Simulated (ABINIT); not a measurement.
# SrCl2 (Fm-3m): G0W0 in ABINIT against the screening cutoff in the self-energy

How does the gap of SrCl2 (Fm-3m) converge in the screening cutoff in the self-energy?

Main program and level: ABINIT 10.8.3; PBE and many-body steps on it, plane waves.

## Step 1: The starting structure

Symmetry: Fm-3m, No. 225, cubic system. The conventional cell has a = 6.977 Å, b = 6.977 Å, c = 6.977 Å, α = 90.00°, β = 90.00°, γ = 90.00°. Nearest to Sr lie 8 Cl at 3.02 Å. Cl has 4 Sr at 3.02 Å nearest. Farther neighbours and most contacts between anions are not listed.

The cell and positions come from the Crystallography Open Database and are kept as given unless a step says otherwise.

## Step 2: Screening, 2×2×2 mesh, 149 bands, screening to 176.9 eV

This step: ABINIT 10.8.3; RPA screening on PBE, plane waves, norm-conserving pseudopotentials.

The RPA dielectric matrix is built and inverted for each q.

run.abi

```
acell 3*1.0 Angstrom
rprim 
  -0.000000000000 3.488350000000 3.488350000000
  3.488350000000 -0.000000000000 3.488350000000
  3.488350000000 3.488350000000 -0.000000000000
ntypat 2
znucl 38 17
natom 3
typat 1 2 2
xred 
  0.000000000000 0.000000000000 0.000000000000
  0.250000000000 0.250000000000 0.250000000000
  0.750000000000 0.750000000000 0.750000000000
pp_dirpath "pseudos"
pseudos "Sr.upf, Cl.upf"
ecut 28
ngkpt 2 2 2
nshiftk 1
shiftk 0 0 0
kptopt 1
chksymbreak 0
istwfk *1
occopt 1
irdwfk 1
optdriver 3
nband 149
ecuteps 6.5
inclvkb 2
awtr 1
symchi 1
indata_prefix "in"
outdata_prefix "out"
tmpdata_prefix "tmp"
```

Started as:

```bash
$ OMP_NUM_THREADS=1 mpirun -n 4 abinit run.abi > log
```

The program printed:

```text
.Version 10.8.3 of ABINIT. v10.8.2 released Aug 2026.

 Symmetries : space group Fm -3 m (#225); Bravais cF (face-center cubic)
[... echo of the input left out ...]
== DATASET  1 ==================================================================
-   mpi_nproc: 4, omp_nthreads: 1 (-1 if OMP is not activated)

--- !DatasetInfo
iteration_state: {dtset: 1, }
dimensions: {natom: 3, nkpt: 3, mband: 149, nsppol: 1, nspinor: 1, nspden: 1, mpw: 4088, }
cutoff_energies: {ecut:  28.0, pawecutdg:  -1.0, }
electrons: {nelect:   2.40000000E+01, charge:   0.00000000E+00, occopt:   1.00000000E+00, tsmear:   1.00000000E-02, }

 SCREENING: Calculation of the susceptibility and dielectric matrices

 Based on a program developped by R.W. Godby, V. Olevano, G. Onida, and L. Reining.
 Incorporated in ABINIT by V. Olevano, G.-M. Rignanese, and M. Torrent.
.Using double precision arithmetic ; gwpc =  8

[... cell and pseudopotentials left out ...]
--------------------------------------------------------------------------------

 ==== K-mesh for the wavefunctions ====
 Number of points in the irreducible wedge :     3
[... list of points left out ...]
 Together with 48 symmetry operations and time-reversal symmetry
 yields     8 points in the full Brillouin Zone.

 ==== Q-mesh for the screening function ====
 Number of points in the irreducible wedge :     3
[... list of points left out ...]
 Together with 48 symmetry operations and time-reversal symmetry
 yields     8 points in the full Brillouin Zone.

 setmesh: FFT mesh size selected  =    36x   36x   36
          total number of points  =        46656

 vcoul_init : cutoff-mode = AUXILIARY_FUNCTION
 q-points for optical limit:   1
     1)      0.000010    0.000020    0.000030

- screening: taking advantage of time-reversal symmetry
- Maximum band index for partially occupied states nbvw = 12
- Remaining bands to be divided among processors   nbcw = 137
- Number of bands treated by each node ~34

 Number of electrons calculated from density =   24.0000; Expected =   24.0000
 average of density, n =  0.041891
 r_s =    1.7862
 omega_plasma =   19.7432 [eV]

 calculating chi0 at frequencies [eV] :
  1    0.000000E+00    0.000000E+00
  2    0.000000E+00    1.974321E+01

--------------------------------------------------------------------------------
  q-point number  1        q = ( 0.000000, 0.000000, 0.000000) [r.l.u.]
--------------------------------------------------------------------------------
[... chi0 elements left out ...]
 For q-point:  0.000010 0.000020 0.000030
  dielectric constant =   2.8969
  dielectric constant without local fields =   3.4051

  Average fulfillment of the sum rule on Im[epsilon] for q-point    1 :     77.27  [%]
[... wings left out ...]
  q-point number  2        q = ( 0.500000, 0.000000, 0.000000) [r.l.u.]
--------------------------------------------------------------------------------
[... chi0 elements left out ...]
  Average fulfillment of the sum rule on Im[epsilon] for q-point    2 :     81.21  [%]

 [... 1 further q-points ...]
```

It took 10 s on 4 MPI ranks of Arm Neoverse V1, shared host; peak memory 0.83 GiB; 40 s of CPU time.

This step gave:

- ε∞ with local fields, on this mesh, along the program's q direction: 2.897
- the same without local fields: 3.405
- plasma frequency: 19.74 eV
- plane waves in the screening matrix: 459

Local fields lower ε∞ by 15 %. On a Γ-centred mesh this coarse the value itself is usually too large, while a short band sum pulls it down.

## Step 3: 0.7 Ha

This step: G0W0 on PBE, plane waves, norm-conserving pseudopotentials.

Changes to run.abi since step 2:

```diff
@@ -24,8 +24,17 @@
 irdwfk 1
-optdriver 3
+optdriver 4
 nband 149
-ecuteps 6.5
-inclvkb 2
-awtr 1
-symchi 1
+gwcalctyp 0
+ecutsigx 28
+symsigma 1
+nkptgw 2
+kptgw 
+  0.5000000000 0.5000000000 0.0000000000
+  0.0000000000 0.0000000000 0.0000000000
+bdgw 
+  10 14
+  10 15
+ecuteps 0.7
+irdscr 1
+ppmodel 1
 indata_prefix "in"
```

The program printed:

```text
.Version 10.8.3 of ABINIT. v10.8.2 released Aug 2026.

 Symmetries : space group Fm -3 m (#225); Bravais cF (face-center cubic)
[... echo of the input left out ...]
== DATASET  1 ==================================================================
-   mpi_nproc: 4, omp_nthreads: 1 (-1 if OMP is not activated)

--- !DatasetInfo
iteration_state: {dtset: 1, }
dimensions: {natom: 3, nkpt: 3, mband: 149, nsppol: 1, nspinor: 1, nspden: 1, mpw: 4088, }
cutoff_energies: {ecut:  28.0, pawecutdg:  -1.0, }
electrons: {nelect:   2.40000000E+01, charge:   0.00000000E+00, occopt:   1.00000000E+00, tsmear:   1.00000000E-02, }

 SIGMA: Calculation of the GW corrections

 Based on a program developped by R.W. Godby, V. Olevano, G. Onida, and L. Reining.
 Incorporated in ABINIT by V. Olevano, G.-M. Rignanese, and M. Torrent.
.Using double precision arithmetic ; gwpc =  8

[... cell and pseudopotentials left out ...]
--------------------------------------------------------------------------------

 ==== K-mesh for the wavefunctions ====
 Number of points in the irreducible wedge :     3
[... list of points left out ...]
 Together with 48 symmetry operations and time-reversal symmetry
 yields     8 points in the full Brillouin Zone.

 ==== Q-mesh for screening function ====
 Number of points in the irreducible wedge :     3
[... list of points left out ...]
 Together with 48 symmetry operations and time-reversal symmetry
 yields     8 points in the full Brillouin Zone.

 vcoul_init : cutoff-mode = AUXILIARY_FUNCTION
 q-points for optical limit:   1
     1)      0.000010    0.000020    0.000030
 setmesh: FFT mesh size selected  =    45x   45x   45
          total number of points  =        91125

 Number of electrons calculated from density =   24.0000; Expected =   24.0000
 average of density, n =  0.041891
 r_s =    1.7862
 omega_plasma =   19.7432 [eV]

 === KS Band Gaps ===
  >>>> For spin  1
   Minimum direct gap =   5.5119 [eV], located at k-point      :   0.5000  0.5000  0.0000
   Fundamental gap    =   5.3429 [eV], Top of valence bands at :   0.5000  0.5000  0.0000
                                       Bottom of conduction at :   0.0000  0.0000  0.0000
 SIGMA fundamental parameters:
 PLASMON POLE MODEL  1
 number of plane-waves for SigmaX                 4015
 number of plane-waves for SigmaC and W             15
 number of plane-waves for wavefunctions          4015
 number of bands                                   149
 number of independent spin polarizations            1
 number of spinorial components                      1
 number of k-points in IBZ                           3
 number of q-points in IBZ                           3
 number of symmetry operations                      48
 number of k-points in BZ                            8
 number of q-points in BZ                            8
 number of frequencies for dSigma/dE                 9
 frequency step for dSigma/dE [eV]                0.25
 number of omega for Sigma on real axis              0
 max omega for Sigma on real axis  [eV]           0.00
 zcut for avoiding poles [eV]                     0.10

 EPSILON^-1 parameters (SCR file):
 dimension of the eps^-1 matrix on file            459
 dimension of the eps^-1 matrix used                15
 number of plane-waves for wavefunctions          4015
 number of bands                                   149
 number of q-points in IBZ                           3
 number of frequencies                               2
 number of real frequencies                          1
 number of imag frequencies                          1

 matrix elements of self-energy operator (all in [eV])

 Perturbative Calculation

--- !SelfEnergy_ee
iteration_state: {dtset: 1, }
kpoint     : [   0.500,    0.500,    0.000, ]
spin       : 1
KS_gap     :    5.512
QP_gap     :    7.934
Delta_QP_KS:    2.422
data: !SigmaeeData |
     Band     E0 <VxcDFT>   SigX SigC(E0)      Z dSigC/dE  Sig(E)    E-E0       E
       10   1.271 -14.390 -18.136   2.344   0.857  -0.167 -15.592  -1.202   0.069
       11   1.271 -14.390 -18.136   2.344   0.857  -0.167 -15.592  -1.202   0.069
       12   1.668 -14.805 -18.519   2.355   0.859  -0.164 -15.972  -1.167   0.500
       13   7.179  -8.452  -4.054  -2.957   0.870  -0.149  -7.198   1.255   8.434
       14   8.722 -11.003  -5.545  -3.077   0.866  -0.154  -8.940   2.063  10.785

--- !SelfEnergy_ee
iteration_state: {dtset: 1, }
kpoint     : [   0.000,    0.000,    0.000, ]
spin       : 1
KS_gap     :    5.677
QP_gap     :    7.830
Delta_QP_KS:    2.153
data: !SigmaeeData |
     Band     E0 <VxcDFT>   SigX SigC(E0)      Z dSigC/dE  Sig(E)    E-E0       E
       10   1.333 -14.472 -18.305   2.386   0.857  -0.166 -15.712  -1.240   0.093
       11   1.333 -14.472 -18.305   2.386   0.857  -0.166 -15.712  -1.240   0.093
       12   1.333 -14.472 -18.305   2.386   0.857  -0.166 -15.712  -1.240   0.093
       13   7.010  -7.720  -3.616  -3.056   0.872  -0.147  -6.807   0.913   7.924
       14   7.776  -9.730  -4.691  -3.056   0.867  -0.153  -8.010   1.719   9.495
       15   7.776  -9.730  -4.691  -3.056   0.867  -0.153  -8.010   1.719   9.495

== END DATASET(S) ==============================================================
================================================================================

 -outvars: echo values of variables after computation  --------
           etotal      0.0000000000E+00
            nband         149
             nkpt           3
          spgroup         225
 [... the other variables as echoed above ...]

 Calculation completed.
```

Wall time 3 s (4 MPI ranks); peak memory 0.16 GiB; 12 s of CPU time.

This step gave:

| Quantity | Value |
| --- | --- |
| G0W0 gap on the points computed | 7.424 eV |
| starting gap on the mesh | 5.343 eV |
| k of the valence top | 0.5, 0.5, 0 |
| k of the conduction bottom | 0, 0, 0 |
| Z at the valence top | 0.859 |
| Z at the conduction bottom | 0.872 |
| least direct G0W0 gap on the computed points | 7.831 eV |

## Step 4: 1.3 Ha

Changes to run.abi since step 3:

```diff
@@ -36,3 +36,3 @@
   10 15
-ecuteps 0.7
+ecuteps 1.3
 irdscr 1
```

The program printed:

```text
.Version 10.8.3 of ABINIT. v10.8.2 released Aug 2026.

 Symmetries : space group Fm -3 m (#225); Bravais cF (face-center cubic)
[... echo of the input left out ...]
== DATASET  1 ==================================================================
-   mpi_nproc: 4, omp_nthreads: 1 (-1 if OMP is not activated)

--- !DatasetInfo
iteration_state: {dtset: 1, }
dimensions: {natom: 3, nkpt: 3, mband: 149, nsppol: 1, nspinor: 1, nspden: 1, mpw: 4088, }
cutoff_energies: {ecut:  28.0, pawecutdg:  -1.0, }
electrons: {nelect:   2.40000000E+01, charge:   0.00000000E+00, occopt:   1.00000000E+00, tsmear:   1.00000000E-02, }

 SIGMA: Calculation of the GW corrections

 Based on a program developped by R.W. Godby, V. Olevano, G. Onida, and L. Reining.
 Incorporated in ABINIT by V. Olevano, G.-M. Rignanese, and M. Torrent.
.Using double precision arithmetic ; gwpc =  8

[... cell and pseudopotentials left out ...]
--------------------------------------------------------------------------------

 ==== K-mesh for the wavefunctions ====
 Number of points in the irreducible wedge :     3
[... list of points left out ...]
 Together with 48 symmetry operations and time-reversal symmetry
 yields     8 points in the full Brillouin Zone.

 ==== Q-mesh for screening function ====
 Number of points in the irreducible wedge :     3
[... list of points left out ...]
 Together with 48 symmetry operations and time-reversal symmetry
 yields     8 points in the full Brillouin Zone.

 vcoul_init : cutoff-mode = AUXILIARY_FUNCTION
 q-points for optical limit:   1
     1)      0.000010    0.000020    0.000030
 setmesh: FFT mesh size selected  =    45x   45x   45
          total number of points  =        91125

 Number of electrons calculated from density =   24.0000; Expected =   24.0000
[...]
number of omega for Sigma on real axis              0
 max omega for Sigma on real axis  [eV]           0.00
 zcut for avoiding poles [eV]                     0.10

 EPSILON^-1 parameters (SCR file):
 dimension of the eps^-1 matrix on file            459
 dimension of the eps^-1 matrix used                51
 number of plane-waves for wavefunctions          4015
 number of bands                                   149
 number of q-points in IBZ                           3
 number of frequencies                               2
 number of real frequencies                          1
 number of imag frequencies                          1

 matrix elements of self-energy operator (all in [eV])

 Perturbative Calculation

--- !SelfEnergy_ee
iteration_state: {dtset: 1, }
kpoint     : [   0.500,    0.500,    0.000, ]
spin       : 1
KS_gap     :    5.512
QP_gap     :    7.668
Delta_QP_KS:    2.156
data: !SigmaeeData |
     Band     E0 <VxcDFT>   SigX SigC(E0)      Z dSigC/dE  Sig(E)    E-E0       E
       10   1.271 -14.390 -18.136   2.408   0.829  -0.207 -15.498  -1.108   0.163
       11   1.271 -14.390 -18.136   2.408   0.829  -0.207 -15.498  -1.108   0.163
       12   1.668 -14.805 -18.519   2.430   0.829  -0.206 -15.869  -1.064   0.603
[...]
--- !SelfEnergy_ee
iteration_state: {dtset: 1, }
kpoint     : [   0.000,    0.000,    0.000, ]
spin       : 1
KS_gap     :    5.677
QP_gap     :    7.530
Delta_QP_KS:    1.854
data: !SigmaeeData |
     Band     E0 <VxcDFT>   SigX SigC(E0)      Z dSigC/dE  Sig(E)    E-E0       E
[...]
14   7.776  -9.730  -4.691  -3.320   0.860  -0.163  -8.251   1.478   9.254
       15   7.776  -9.730  -4.691  -3.320   0.860  -0.163  -8.251   1.478   9.254

== END DATASET(S) ==============================================================
================================================================================

 -outvars: echo values of variables after computation  --------
           etotal      0.0000000000E+00
            nband         149
             nkpt           3
          spgroup         225
 [... the other variables as echoed above ...]

 Calculation completed.
```

Wall time 3.3 s (4 MPI ranks); peak memory 0.52 GiB; 13 s of CPU time.

Numbers from this step:

* G0W0 gap on the points computed: 7.129 eV
* starting gap on the mesh: 5.343 eV
* k of the valence top: 0.5, 0.5, 0
* k of the conduction bottom: 0, 0, 0
* Z at the valence top: 0.829
* Z at the conduction bottom: 0.866
* least direct G0W0 gap on the computed points: 7.53 eV

## Step 5: 2.3 Ha

The self-energy is evaluated for the states that the input lists, and the levels follow from it, in one-shot runs by the linearised quasiparticle equation.

Changes to run.abi since step 4:

```diff
@@ -36,3 +36,3 @@
   10 15
-ecuteps 1.3
+ecuteps 2.3
 irdscr 1
```

The program printed:

```text
.Version 10.8.3 of ABINIT. v10.8.2 released Aug 2026.

 Symmetries : space group Fm -3 m (#225); Bravais cF (face-center cubic)
[... echo of the input left out ...]
== DATASET  1 ==================================================================
-   mpi_nproc: 4, omp_nthreads: 1 (-1 if OMP is not activated)

--- !DatasetInfo
iteration_state: {dtset: 1, }
dimensions: {natom: 3, nkpt: 3, mband: 149, nsppol: 1, nspinor: 1, nspden: 1, mpw: 4088, }
cutoff_energies: {ecut:  28.0, pawecutdg:  -1.0, }
[...]
Band     E0 <VxcDFT>   SigX SigC(E0)      Z dSigC/dE  Sig(E)    E-E0       E
[...]
14   7.776  -9.730  -4.691  -3.342   0.857  -0.167  -8.275   1.455   9.230
       15   7.776  -9.730  -4.691  -3.342   0.857  -0.167  -8.275   1.455   9.230

== END DATASET(S) ==============================================================
================================================================================

 -outvars: echo values of variables after computation  --------
           etotal      0.0000000000E+00
            nband         149
             nkpt           3
          spgroup         225
 [... the other variables as echoed above ...]

 Calculation completed.
```

Elapsed: 4.1 s, on 4 MPI ranks; peak memory 0.58 GiB.

Numbers from this step:

| Item | Value |
| --- | --- |
| G0W0 gap on the points computed | 7.215 eV |
| starting gap on the mesh | 5.343 eV |
| k of the valence top | 0.5, 0.5, 0 |
| k of the conduction bottom | 0, 0, 0 |
| least direct G0W0 gap on the computed points | 7.617 eV |

The gap on the mesh goes from 5.34 eV to 7.21 eV, a correction of +1.87 eV.

(Part 1 of 2 ends here.)

[Paths, hosts, dates, memory and timing lines, banners, echoed tables and standing remarks are left out of the program output.]

[Logs are printed without paths, hosts, clocks, repeated set-up lines and the standing remarks that a program may print on its own settings, such as how far it seeks lower states.]

[Runs of the session that timed out or met a known fault of the program may be left out.]

[No measured gap is set beside runs whose start may be inverted or whose files or cutoffs have a known fault.]

[Hosts, paths, dates, database ids (printed as entryN), source tags and the programs' standing remarks are cut or masked in the printed files.]

[G0W0 gaps are taken among the corrected bands and points alone; a level outside them can change the order at an edge.]

[Where Ansatz stands beside ABINIT at settings called matched, ABINIT's density can come from a denser mesh and the files from another edition; pairs whose starting gaps differed by over 0.03 eV were left out, so agreement reads better than it is.]
